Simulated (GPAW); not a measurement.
The Rh L₃ edge of atom 1 in TiRh (P4/mmm), with 8 Ti at 2.70 Å, 4 Rh at 2.99 Å and 2 Rh at 3.35 Å (14-fold, site symmetry 4/mmm), was computed in 2 ways: excited-electron core hole (neutral cell) and no core hole. Program and functional: GPAW, LDA, Gaussian full width 2.13 eV up to 4 eV, rising linearly to 3.5 eV at 25 eV; cells of 2 and 16 atoms (the run without a hole in the smaller).

Each run is counted from its own lowest empty level or Fermi level and scaled to a mean of 1 over its first 20 eV.

| E (eV) | run 1 | run 2 |
| --- | --- | --- |
| -2.00 | 0.06 | 0.05 |
| -1.25 | 0.38 | 0.31 |
| -0.50 | 1.30 | 0.99 |
| 0.25 | 2.54 | 1.87 |
| 1.00 | 3.11 | 2.30 |
| 1.75 | 2.69 | 2.10 |
| 2.50 | 1.91 | 1.59 |
| 3.25 | 1.20 | 1.04 |
| 4.00 | 0.77 | 0.70 |
| 4.75 | 0.58 | 0.56 |
| 5.50 | 0.49 | 0.49 |
| 6.25 | 0.41 | 0.43 |
| 7.00 | 0.37 | 0.43 |
| 7.75 | 0.44 | 0.54 |
| 8.50 | 0.61 | 0.75 |
| 9.25 | 0.78 | 0.94 |
| 10.00 | 0.88 | 1.04 |
| 10.75 | 0.89 | 1.05 |
| 11.50 | 0.87 | 1.03 |
| 12.25 | 0.84 | 0.99 |
| 13.00 | 0.83 | 0.97 |
| 13.75 | 0.83 | 0.97 |
| 14.50 | 0.83 | 0.99 |
| 15.25 | 0.83 | 0.99 |
| 16.00 | 0.83 | 0.99 |
| 16.75 | 0.83 | 0.97 |
| 17.50 | 0.80 | 0.94 |
| 18.25 | 0.76 | 0.88 |
| 19.00 | 0.71 | 0.82 |
| 19.75 | 0.66 | 0.77 |
| 20.50 | 0.64 | 0.76 |
| 21.25 | 0.64 | 0.77 |
| 22.00 | 0.65 | 0.79 |
| 22.75 | 0.66 | 0.80 |
| 23.50 | 0.68 | 0.82 |
| 24.25 | 0.68 | 0.82 |
| 25.00 | 0.68 | 0.82 |
| 25.75 | 0.67 | 0.82 |
| 26.50 | 0.68 | 0.82 |
| 27.25 | 0.69 | 0.83 |
| 28.00 | 0.69 | 0.83 |
| 28.75 | 0.69 | 0.82 |
| 29.50 | 0.70 | 0.82 |
| 30.25 | 0.71 | 0.82 |
| 31.00 | 0.72 | 0.82 |
| 31.75 | 0.71 | 0.80 |

Q: Which run is which?

Run 1: no core hole (area from −2 to 6 eV 11.3, main maxima 1.0 eV (3.11) and 10.6 eV (0.89)). Run 2: excited-electron core hole (neutral cell) (area from −2 to 6 eV 9.1, main maxima 1.0 eV (2.30), 10.6 eV (1.05) and 27.4 eV (0.83)). With each curve scaled to its own mean, the area from −2 to 6 eV with the hole is 9.1 against 11.3, and the centre of weight from −1 to 20 eV moves by +1.2 eV (first and strongest maxima below 20 eV: 1.0 eV (3.11) and 10.6 eV (0.89) without the hole, 1.0 eV (2.30) and 10.6 eV (1.05) with it): the near-edge weight falls against the higher-lying part.

[Hosts, paths, dates, database ids (printed as entryN), source tags and the programs' standing remarks are cut or masked in the printed files.]

[Lists of maxima count a maximum above −3 eV only where it reaches 4 % of the highest in the window and stands out from its surroundings by 2 % of it (1.5 % where it reaches 55 %); shoulders and weaker maxima are passed over, and of the rest the first, up to two pre-edge ones and the few strongest are named.]
